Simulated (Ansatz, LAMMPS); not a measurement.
# Forces and charges in glassy 81SiO2-7Na2O-7CaO-4ZnO (mol %) (78 atoms)

Wanted: forces, charges and levels of glassy 81SiO2-7Na2O-7CaO-4ZnO (mol %) (78 atoms).

Calculated with Ansatz 0.2.0; Kohn-Sham DFT, PBE, PAW (set soft_2), plane waves.

### Step 1. Set-up

The cell holds 78 atoms: 22 Si, 4 Na, 2 Ca, 1 Zn and 49 O. Its edges and angles: a = 10.121 Å, b = 10.121 Å, c = 10.121 Å, α = 90.0°, β = 90.0°, γ = 90.0°. 78 atoms (22 Si, 4 Na, 2 Ca, 1 Zn, 49 O) placed at random at 2.4 g/cm³, melted at 4000 K for 10 ps at fixed volume with the Morse and Coulomb pair potential with partial charges (Pedone, Malavasi, Menziani, Cormack and Segre, J. Phys. Chem. B 110, 11780 (2006)). Quenched from 4000 K to 300 K at 30 K/ps and fixed volume, held 10 ps at zero pressure.

What the set-up can't give: The quench rate of 30 K/ps far exceeds what a furnace or splat quench reaches, so expect more defects and frozen-in strain than in a real sample. The starting topology of bonds comes from the classical model, and needn't be the one that DFT or experiment would give. Sampling is at Γ alone, for a cell whose shortest periodic width is 10 Å.

### Step 2. How the cell was made

A classical potential makes the cell, at a small fraction of what the same run would cost in DFT.

This step: classical MD, Morse and Coulomb pair potential with partial charges (Pedone, Malavasi, Menziani, Cormack and Segre, J. Phys. Chem. B 110, 11780 (2006)) (LAMMPS 22 Jul 2025 - Update 4).

in.lmp reads:

```
# melt-quench of Si22Na4Ca2Zn1O49
units metal
atom_style charge
boundary p p p
region box block 0 10.4215 0 10.4215 0 10.4215
create_box 5 box
mass 1 28.0850   # Si
mass 2 22.9898   # Na
mass 3 40.0780   # Ca
mass 4 65.3800   # Zn
mass 5 15.9990   # O
create_atoms 1 random 22 673603 NULL overlap 1.5 maxtry 2000
create_atoms 2 random 4 673610 NULL overlap 1.5 maxtry 2000
create_atoms 3 random 2 673617 NULL overlap 1.5 maxtry 2000
create_atoms 4 random 1 673624 NULL overlap 1.5 maxtry 2000
create_atoms 5 random 49 673631 NULL overlap 1.5 maxtry 2000
pair_style hybrid/overlay pedone 5.5 coul/long 8.0
pair_coeff * * coul/long
pair_coeff 1 5 pedone 0.340554 2.006700 2.100000 1   # Si-O
pair_coeff 2 5 pedone 0.023363 1.763867 3.006315 5   # Na-O
pair_coeff 3 5 pedone 0.030211 2.241334 2.923245 5   # Ca-O
pair_coeff 4 5 pedone 0.001221 3.150679 2.851850 1   # Zn-O
pair_coeff 5 5 pedone 0.042395 1.379316 3.618701 22   # O-O
set type 1 charge 2.4
set type 2 charge 0.6
set type 3 charge 1.2
set type 4 charge 1.2
set type 5 charge -1.2
kspace_style pppm 1.0e-4
neigh_modify delay 0 every 1 check yes
thermo_style custom step time temp pe press density
thermo_modify norm yes
timestep 0.002
thermo 100
# [... 15 lines left out ...]
fix md all nvt temp 4000 300 0.2
run 61667 post no
unfix md
thermo 1666
fix md all npt temp 300 300 0.2 iso 0 0 2
run 5000 post no
unfix md
write_dump all custom glass.dump id type xs ys zs modify sort id
```

Launch:

```sh
> lmp -in in.lmp -log none -nocite
```

Numbers of over 12 decimals in the logs are rounded to 6 here.

Output:

```text
LAMMPS (22 Jul 2025 - Update 4)
Created orthogonal box = (0 0 0) to (10.4215 10.4215 10.4215)
Created 22 atoms
Created 4 atoms
Created 2 atoms
Created 1 atoms
Created 49 atoms
PPPM initialization ...
  G vector (1/distance) = 0.38652042
  grid = 12 12 12
  estimated relative force accuracy = 4.8084622e-05
   Step          Time           Temp          PotEng         Press         Density
         0   0              0             -3.198265       473242.26      2.4050333
        92   0.184          0             -15.670923     -9474.6729      2.4050333
Loop time of 0.0797866 s on 1 MPI rank(s) for 92 steps with 78 atoms
Minimization stats:
  Stopping criterion = energy tolerance
  Energy initial, next-to-last, final =
     -3.19826496370697  -15.6694432412958  -15.6709226114329
  Force two-norm initial, final = 264.89318 2.1880976
  Iterations, force evaluations = 92 111
   Step          Time           Temp          PotEng         Press         Density
[... 7 lines left out ...]
      2499   4.998          3237.8343     -15.21095       29766.165      2.4050333
      3332   6.664          3849.9552     -15.222553      52334.017      2.4050333
      4165   8.33           4017.6784     -15.170687      9104.1183      2.4050333
      4998   9.996          3867.477      -15.145536      26685.163      2.4050333
      5831   11.662         3923.6375     -15.293123     -11312.022      2.4050333
[... 1 line left out ...]
Loop time of 3.40544 s on 1 MPI rank(s) for 5000 steps with 78 atoms
   Step          Time           Temp          PotEng         Press         Density
[... 12 lines left out ...]
Loop time of 41.6547 s on 1 MPI rank(s) for 61667 steps with 78 atoms
   Step          Time           Temp          PotEng         Press         Density
[... 1 line left out ...]
     68306   136.612        327.94934     -15.881199     -9760.542       2.5887537
     69972   139.944        272.85583     -15.889897      13056.297      2.6739615
     71638   143.276        277.97086     -15.882043     -15640.419      2.6092454
     72667   145.334        223.6184      -15.88897      -10480.383      2.6255759
Loop time of 4.95454 s on 1 MPI rank(s) for 5000 steps with 78 atoms
```

Elapsed: 51 s, on 1 thread of Intel Xeon Platinum 8259CL at 2.50GHz (Skylake/Cascade Lake), shared host; peak memory 0.076 GiB.

### Step 3. Plane-wave single point

The electrons are solved once, with the atoms held.

input.yaml reads:

```yaml
crystal:
  lattice:
    - [10.12113, 0.0, 0.0]
    - [0.0, 10.12113, 0.0]
    - [0.0, 0.0, 10.12113]
  atoms:
    - { symbol: Si, position: [0.7185, 0.05475, 0.73231] }
    - { symbol: Si, position: [0.21149, 0.56046, 0.76398] }
    - { symbol: Si, position: [0.2489, 0.08586, 0.53436] }
    - { symbol: Si, position: [0.42412, 0.3537, 0.83231] }
    - { symbol: Si, position: [0.47851, 0.16128, 0.22528] }
    - { symbol: Si, position: [0.98599, 0.04571, 0.35588] }
    - { symbol: Si, position: [0.90495, 0.30827, 0.72966] }
    - { symbol: Si, position: [0.27899, 0.40444, 0.49603] }
    - { symbol: Si, position: [0.54995, 0.03626, 0.4758] }
    - { symbol: Si, position: [0.73256, 0.5543, 0.79891] }
    - { symbol: Si, position: [0.67103, 0.00991, 0.02806] }
    - { symbol: Si, position: [0.83274, 0.30875, 0.4346] }
    - { symbol: Si, position: [0.13866, 0.57513, 0.28342] }
    - { symbol: Si, position: [0.57598, 0.4028, 0.5752] }
    - { symbol: Si, position: [0.52287, 0.42285, 0.09823] }
    - { symbol: Si, position: [0.03444, 0.58223, 0.00895] }
    - { symbol: Si, position: [0.17126, 0.16982, 0.81973] }
    - { symbol: Si, position: [0.63429, 0.81558, 0.2702] }
    - { symbol: Si, position: [0.76718, 0.78455, 0.65603] }
    - { symbol: Si, position: [0.38601, 0.69451, 0.15831] }
    - { symbol: Si, position: [0.81785, 0.41067, 0.14368] }
    - { symbol: Si, position: [0.89226, 0.73975, 0.37998] }
    - { symbol: Na, position: [0.36998, 0.74698, 0.50742] }
    - { symbol: Na, position: [0.19647, 0.2775, 0.18148] }
    - { symbol: Na, position: [0.05267, 0.85028, 0.81543] }
    - { symbol: Na, position: [0.8003, 0.75829, 0.01624] }
    - { symbol: Ca, position: [0.45496, 0.75468, 0.82977] }
    - { symbol: Ca, position: [0.18816, 0.9373, 0.10384] }
    - { symbol: Zn, position: [0.96965, 0.13326, 0.0505] }
    - { symbol: O, position: [0.87671, 0.39452, 0.30502] }
    - { symbol: O, position: [0.84279, 0.738, 0.52546] }
    - { symbol: O, position: [0.20582, 0.08045, 0.69163] }
    - { symbol: O, position: [0.89148, 0.53516, 0.06731] }
    - { symbol: O, position: [0.25589, 0.68657, 0.25651] }
    - { symbol: O, position: [0.19332, 0.45933, 0.3749] }
    - { symbol: O, position: [0.80572, 0.1866, 0.74007] }
    - { symbol: O, position: [0.76053, 0.72236, 0.29127] }
    - { symbol: O, position: [0.87273, 0.15282, 0.40739] }
    - { symbol: O, position: [0.62899, 0.59981, 0.90442] }
    - { symbol: O, position: [0.21547, 0.47736, 0.62526] }
    - { symbol: O, position: [0.81352, 0.92529, 0.70331] }
    - { symbol: O, position: [0.04772, 0.73739, 0.0263] }
    - { symbol: O, position: [0.35619, 0.49388, 0.83274] }
    - { symbol: O, position: [0.13058, 0.07931, 0.94297] }
    - { symbol: O, position: [0.64031, 0.88672, 0.12955] }
    - { symbol: O, position: [0.526, 0.3562, 0.95578] }
    - { symbol: O, position: [0.36172, 0.06355, 0.21614] }
    - { symbol: O, position: [0.43641, 0.44393, 0.49254] }
    - { symbol: O, position: [0.12729, 0.51366, 0.13352] }
    - { symbol: O, position: [0.61125, 0.78403, 0.6503] }
    - { symbol: O, position: [0.01262, 0.6488, 0.34074] }
    - { symbol: O, position: [0.63937, 0.52078, 0.66117] }
    - { symbol: O, position: [0.86345, 0.29161, 0.0743] }
    - { symbol: O, position: [0.26434, 0.24609, 0.50143] }
    - { symbol: O, position: [0.3845, 0.00158, 0.51052] }
    - { symbol: O, position: [0.6794, 0.34058, 0.47994] }
    - { symbol: O, position: [0.51175, 0.73249, 0.26496] }
    - { symbol: O, position: [0.62415, 0.92116, 0.39174] }
    - { symbol: O, position: [0.43723, 0.30756, 0.18416] }
    - { symbol: O, position: [0.04097, 0.2591, 0.78744] }
    - { symbol: O, position: [0.30442, 0.25698, 0.85236] }
    - { symbol: O, position: [0.50799, 0.31976, 0.69792] }
    - { symbol: O, position: [0.62991, 0.01382, 0.87022] }
    - { symbol: O, position: [0.35764, 0.79029, 0.04414] }
    - { symbol: O, position: [0.90873, 0.34665, 0.57342] }
    - { symbol: O, position: [0.22753, 0.70948, 0.73266] }
    - { symbol: O, position: [0.04203, 0.08936, 0.21969] }
    - { symbol: O, position: [0.11754, 0.05111, 0.45079] }
    - { symbol: O, position: [0.81958, 0.68191, 0.76998] }
    - { symbol: O, position: [0.66402, 0.42848, 0.16348] }
    - { symbol: O, position: [0.61516, 0.0745, 0.60986] }
    - { symbol: O, position: [0.43622, 0.55534, 0.11188] }
    - { symbol: O, position: [0.82474, 0.42835, 0.81008] }
    - { symbol: O, position: [0.93381, 0.89992, 0.35397] }
    - { symbol: O, position: [0.59461, 0.11598, 0.12261] }
    - { symbol: O, position: [0.54112, 0.14626, 0.36872] }
    - { symbol: O, position: [0.09142, 0.53815, 0.86207] }
    - { symbol: O, position: [0.82662, 0.00587, 0.01836] }
kpoints:
  mp_grid: { grid: [1, 1, 1] }
hamiltonian:
  xc: pbe
scf:
  occupations: { method: fixed }
output:
  forces: true
  stress: true
  populations: true
  dos:
    method: { smearing: { sigma: 0.1 } }
    de: 0.1
    projected: { site_lists: { Ca: [Ca], Na: [Na], O: [O], Si: [Si], Zn: [Zn] } }
  eigenvalues: true
  write_density: true
  write_potential: true
  volumetric_format: npy
```

Launch:

```sh
> ansatz run input.yaml --threads 8 --pin off --max-ram 15872MiB --backend cpu --events-out ev --progress --plain --runs-dir out
```

Output:

```text
Engine: ansatz 0.2.0, x86_64-unknown-linux-gnu
Pseudopotentials: kind: paw
Pseudopotential: Si, paw, valence charge 4, recommended cutoff 420 eV (normal), Si.paw.azcp
Pseudopotential: Na, paw, valence charge 9, recommended cutoff 420 eV (normal), Na.paw.azcp
Pseudopotential: Ca, paw, valence charge 10, recommended cutoff 420 eV (normal), Ca.paw.azcp
Pseudopotential: Zn, paw, valence charge 12, recommended cutoff 420 eV (normal), Zn.paw.azcp
Pseudopotential: O, paw, valence charge 6, recommended cutoff 420 eV (normal), O.paw.azcp
[... 5 lines on functional and potentials left out ...]
Crystal: 78 atoms, lattice volume = 1036.781 Å³
Basis set: ecut = 420 eV, 20341 PW (Γ), exchange–correlation on 144×144×144 points (8 copies of the dense FFT grid, shifted against one another)
Bands: 303, of which v1, the nominal top of the filled ones, is band 225 counted from 1 (224 counted from 0)
Symmetry: 1 space group operations
Space group: P1 (ITA 1), of the structure as read, at distance tolerance 1.0e-4 Å
k-points: 1
[... 11 lines on functional and potentials left out ...]
Initial density: superposition of atomic densities (neutral atoms: chi_scale 0, normalization atom), corrected by the library's trained network
Initial wavefunctions: pseudopotential atomic-orbital guess
Functional: x = pbe(κ = 0.804, μ = 0.219515), c = pbe(β = 0.066725)
SCF iter   1: F=—  HF=-54768.591584 eV  |F-HF|=—  |Δ(HF+E_count)|=         —  Δρ=2.11e-3  dr2=5.08e-2  ethr=1.77e-3  ⟨swp⟩=4.0  Hψ=1191  notcnv=0  defer=76
[...]
E_xc         = -5441.201655
  E_vxc        = -6295.717116  (∫ρ·V_xc dr)
  E_paw        = -23681.525180  (= ΣΔE_a)
  E_vpaw       = -2558.663941  (= ΣTr[D̂ρ^β])
  E_aug_tail   = 0.125290  (compensation charges beyond the density's cutoff)
  E_ewald      = -19408.184485
  E_smearing   = -0.000000  (= −TS)
  E_closure    = 0.000000  (closes the sum)
  Σ components = -54768.598812   (vs F -54768.598812, Δ=0.00e0)
--- Forces (eV/Å), atoms counted from 1 ---
  atom   1  Si    -0.66324013    -0.82451845     0.95642147
  atom   2  Si     2.86239525    -2.11144259    -0.38377711
  atom   3  Si    -0.62188219     1.90325641    -0.21075845
  atom   4  Si     2.51426903     0.29417295    -0.60620526
  atom   5  Si     0.83879399    -1.71469747    -1.74830350
  atom   6  Si    -0.23114849     1.72356066     1.75463739
  atom   7  Si    -2.22506849     2.00153534    -0.40928745
  atom   8  Si     1.06765440    -0.42157433     2.10160404
[...]
atom  13  Si     1.16475131     0.56386245    -2.59237581
  atom  14  Si    -2.42172668     1.55939869     2.12673239
[...]
atom  77  O     -1.61138332    -1.12939306     1.47928595
  atom  78  O      1.73199301    -0.05407949    -0.25704671
  max |Σ_I F_I| component: 6.55e-5 eV/Å
--- Stress (GPa, compression-positive) ---
        3.097685       2.087199       1.301379
        2.087198       8.214850      -0.448283
        1.301380      -0.448285       3.436288
  P = ⅓ Tr σ = 4.9163 GPa (49.163 kbar)
--- Band table (eV) ---
  k-point 0: bands = ["-47.3638", "-46.6985", "-46.6033", "-45.8212", [... 287 levels ...], "13.5473", "13.5857", "13.5927", "13.6911", "13.7684", "13.8289", "13.8583", "13.9340", "13.9587", "13.9873", "14.0483", "14.1194"]
--- Löwdin populations: 78 sites ---
  site symbol       q [e]
     0     Si      2.2145
     1     Si      2.3069
     2     Si      2.2378
[...]
77      O      7.0078
  spilling = 0.012367 (of n_electrons = 450.000000)
[key lines of the parts left out:]
SCF converged after 9 iterations
Free energy (F): -54768.598812 eV
Fermi energy:    3.992336 eV
```

It took 7.2 s on 8 threads of Intel Xeon Platinum 8259CL at 2.50GHz (Skylake/Cascade Lake), shared host; peak memory 1.4 GiB.

Reading the cycles: dr2 is the Hartree energy of the density residual (eV), the measure of convergence; HF is the Harris–Foulkes estimate of the energy, which meets the free energy F at convergence.

Numbers from this run:

| Item | Value |
| --- | --- |
| free energy | -54768.5988 eV |
| free energy per atom | -702.1615 eV/atom |
| SCF cycles | 9 |
| pressure | 4.916 GPa |
| r.m.s. force component | 1.434 eV/Å |
| longest force | 6.874 eV/Å |
| Fermi energy | 3.992 eV |
| gap (highest filled to lowest empty level) | 3.469 eV |
| spilling of the projection | 0.01237 |

Length of the force by element:

```tsv
element	coordination	atoms	mean length of the force (eV/Å)	spread	least	most
Ca	all	2	1.36	0.0134	1.35	1.38
Na	all	4	0.312	0.0639	0.203	0.366
O	all	49	2.03	1.34	0.396	6.87
Si	all	22	2.72	0.941	0.554	4.33
Zn	all	1	2.13	0	2.13	2.13
```

Löwdin charges by element (they lack the spilled electrons, 0.071 e an atom on average):

```tsv
element	coordination	atoms	mean charge (e)	spread	least	most
Ca	all	2	1.76	0.0051	1.76	1.77
Na	all	4	0.808	0.0071	0.800	0.819
O	all	49	-0.842	0.0805	-1.04	-0.770
Si	all	22	1.75	0.0369	1.69	1.81
Zn	all	1	1.51	0	1.51	1.51
```

States in the cell by windows of 1 eV, zero at the Fermi level; the larger projections on atomic orbitals stand beside the total:

```tsv
from (eV)	to (eV)	total	O p	Si p
-10	-9	8.7	5.9	0.5
-9	-8	12.9	9.1	1.3
-8	-7	17.4	12.8	2.6
-7	-6	28.3	21.6	5.4
-6	-5	16.3	10.8	1.9
-5	-4	45.3	35.1	3.3
-4	-3	52.7	46.2	2.2
-3	-2	52.1	48.1	1.3
-2	-1	41.7	39.3	0.7
-1	0	20.6	19.3	0.5
0	1	1.8	1.7	0.0
1	3	0.0	0.0	0.0
3	4	2.0	0.0	0.0
4	5	2.5	0.3	0.3
```

With fixed occupations the program's Fermi level is the highest filled level; weight inside the gap is the broadening of levels at its edges.

Between -26 and -10 eV lie 140 more states.

The levels nearest the highest filled one (over half full), pooled over k-points and spins:

```tsv
level less the highest filled one (eV)	occupation
-0.393	2
-0.345	2
-0.207	2
-0.157	2
-0.0324	2
0	2
3.47	0
4.75	0
5.05	0
5.14	0
5.44	0
5.53	0
```

Electrostatic potential energy in the bc plane at fractional x = 0.196, with atoms of Si and Na and Ca and O within 0.2 Å of it. With pseudopotentials it is smooth inside the atoms' cores, unlike the true potential.

Values in eV, 13 rows by 16 columns, each cell a mean:
```
  6  -2   4   5   7   9   9   9   8   8   9  10   9   7   5   6
  7  -3 -26 -21   2   8   9   7   2   0   6   9   9   8   7   8
  7  -9 -40 -35  -1   8   8  -1 -32 -38  -8  -5   6   8   7   8
 -7 -35 -14  -2   6   9   8  -2 -29 -33 -14 -30  -3   9   9   9
 -5 -26  -3   7   9   9   3 -32 -21   3   7   6   9   9   9   8
 -9 -27  -9   5   7   5  -1 -14  -3   9   9   9   9   8   8   5
 -6 -22  -7   3   3   1  -8  -2   6   8   8   7   8   8   8   6
  6   4   7   9   8   5  -9 -30  -7   5   6   7   8   8   9   9
 10  10   9   8   7   7  -4 -30 -17 -16  -2   6   9   9   9   9
  8  10   9   3  -8   0   6   4 -12 -27 -11  -6   8   7   6   6
  0   8   7 -12 -44 -20   5   7   2   2   5   7   8   3 -12 -16
-13   5   7   2 -10   0   7   8   4   8   9   9   8  -4 -39 -45
 -1   7   8   7   7   7   9   9   9   8   9  10   9   3 -14 -19
```
Columns run along b (10.1 Å; values clipped at the 3rd and 97th percentile), rows up along c (10.1 Å). Atoms in or near the plane, at fractional coordinates: Si at (0.56, 0.76), Na at (0.28, 0.18), Ca at (0.94, 0.10), O at (0.08, 0.69), O at (0.46, 0.37), O at (0.48, 0.63).

Valence density in the bc plane at fractional x = 0.196, with atoms of Si and Na and Ca and O within 0.2 Å of it. It is the smooth field of the valence electrons, not physical close to the nuclei.

Values in e/Å³, 13 rows by 16 columns, each cell a mean:
```
 0  1  0  0  0  0  0  0  0  0  0  0  0  0  0  0
 0  1  0  0  0  0  0  0  0  0  0  0  0  0  0  0
 0  1  0  0  0  0  0  0  0  0  1  1  0  0  0  0
 2  5  2  0  0  0  0  1  1  0  1  4  1  0  0  0
 1  3  1  0  0  0  1  4  3  0  0  1  0  0  0  0
 0  0  0  0  0  0  0  2  1  0  0  0  0  0  0  0
 1  1  0  1  1  0  0  0  0  0  0  0  0  0  0  0
 0  0  0  0  0  0  1  4  1  0  0  0  0  0  0  0
 0  0  0  0  0  0  1  4  2  0  0  0  0  0  0  0
 0  0  0  0  1  0  0  0  0  0  1  1  0  0  0  0
 0  0  0  2 14  3  0  0  1  0  0  0  0  0  1  1
 1  0  0  0  2  0  0  0  1  0  0  0  0  0  4  5
 0  0  0  0  0  0  0  0  0  0  0  0  0  0  1  1
```
Columns run along b (10.1 Å), rows up along c (10.1 Å). Atoms in or near the plane, at fractional coordinates: Si at (0.56, 0.76), Na at (0.28, 0.18), Ca at (0.94, 0.10), O at (0.08, 0.69), O at (0.46, 0.37), O at (0.48, 0.63).

Mean Löwdin charges: Ca +1.76, Na +0.81, O -0.84, Si +1.75, Zn +1.51 e (they miss 1.2 % of the electrons, so they add up to more than the cell's charge).

### Step 4. Structure statistics

Bonds and neighbours are counted at the geometry of the runs.

Density 2.63 g/cm³, 13.29 Å³ an atom.

Pair distribution functions g(r), in bins of 0.2 Å:

```tsv
r (Å)	total	O-O	O-Si	O-Na	O-Ca	O-Zn	Si-Si
1.40	0.12	0.00	0.35	0.00	0.00	0.00	0.00
1.60	4.12	0.00	11.62	0.00	0.00	0.00	0.00
1.80	0.32	0.00	0.90	0.00	0.00	0.00	0.00
2.00	0.14	0.00	0.00	0.00	0.00	8.76	0.00
2.20	0.03	0.00	0.00	0.00	0.85	0.00	0.00
2.40	0.50	0.57	0.00	2.12	4.30	0.00	0.00
2.60	2.00	4.60	0.00	2.21	1.29	0.00	0.00
2.80	0.82	1.52	0.05	2.14	0.53	0.00	0.43
3.00	0.60	0.62	0.13	0.47	0.46	0.92	2.43
3.20	1.01	0.80	0.59	0.62	0.42	0.00	4.09
3.40	1.00	0.86	1.26	0.92	0.35	0.00	0.00
3.60	0.90	0.69	1.17	0.98	0.66	0.66	0.00
3.80	1.04	0.65	1.51	0.58	1.16	2.30	0.94
4.00	1.14	0.73	1.80	0.93	0.00	1.01	0.75
4.20	1.25	0.79	1.65	1.67	2.12	2.42	0.69
4.40	1.19	0.89	1.46	1.21	1.30	2.18	1.48
4.60	0.89	1.02	0.65	0.80	1.39	0.39	1.44
4.80	1.02	1.43	0.63	1.29	0.90	0.00	1.03
5.00	1.00	1.32	0.65	1.19	1.53	0.00	0.89
```

A closer look about Zn29, the only Zn atom: 13 atoms, nearest first, numbered in the order of the input, with positions taken from that point.

```tsv
atom	x	y	z	distance (Å)	Löwdin charge (e)	Fx	Fy	Fz (eV/Å)
Zn29	0.00	0.00	0.00	0.00	1.51	-2.08	0.41	-0.24
O67	0.73	-0.44	1.71	1.91	-1.04	1.48	0.43	-2.39
O53	-1.07	1.60	0.24	1.94	-0.98	2.29	-5.63	-3.21
O78	-1.45	-1.29	-0.33	1.97	-1.01	1.73	-0.05	-0.26
O44	1.63	-0.55	-1.09	2.03	-1.02	-0.22	-0.48	0.45
Ca28	2.21	-1.98	0.54	3.02	1.76	0.93	-0.38	0.90
Na24	2.30	1.46	1.33	3.03	0.81	0.24	-0.09	0.22
O60	0.72	1.27	-2.66	3.04	-0.79	1.44	0.39	0.48
Si17	2.04	0.37	-2.34	3.12	1.73	0.69	0.67	-0.35
Si6	0.17	-0.89	3.09	3.22	1.75	-0.23	1.72	1.75
Si11	-3.02	-1.25	-0.23	3.28	1.71	0.21	1.95	2.03
Si21	-1.54	2.81	0.94	3.34	1.76	1.12	2.74	3.16
O36	-1.66	0.54	-3.14	3.59	-0.79	-1.13	-1.78	0.51
```

### Step 5. Results

* free energy per atom: -702.1615 eV/atom
* pressure: 4.916 GPa
* r.m.s. force component: 1.434 eV/Å
* gap (highest filled to lowest empty level): 3.469 eV
* wall time of the 1 DFT run: 7.2 s

What this shows: The highest filled and lowest empty levels differ by 3.47 eV (at Γ alone); a semilocal functional tends to put such gaps too low. In a disordered cell it changes from sample to sample, and tail or defect levels can set it.

Caveats: The force components of 1.4 eV/Å r.m.s. hold both thermal displacement and the mismatch between the potential that made the cell and DFT. The stress is far from hydrostatic: its diagonal is 3.1, 8.2, 3.4 GPa, compression counted positive. The pressure of 4.9 GPa is that of one thermal frame, in which the classical model's bond lengths enter as well as the volume, without the kinetic term.

[Logs are printed without paths, hosts, clocks, repeated set-up lines and the standing remarks that a program may print on its own settings, such as how far it seeks lower states.]

[Hosts, paths, dates, database ids (printed as entryN), source tags and the programs' standing remarks are cut or masked in the printed files.]
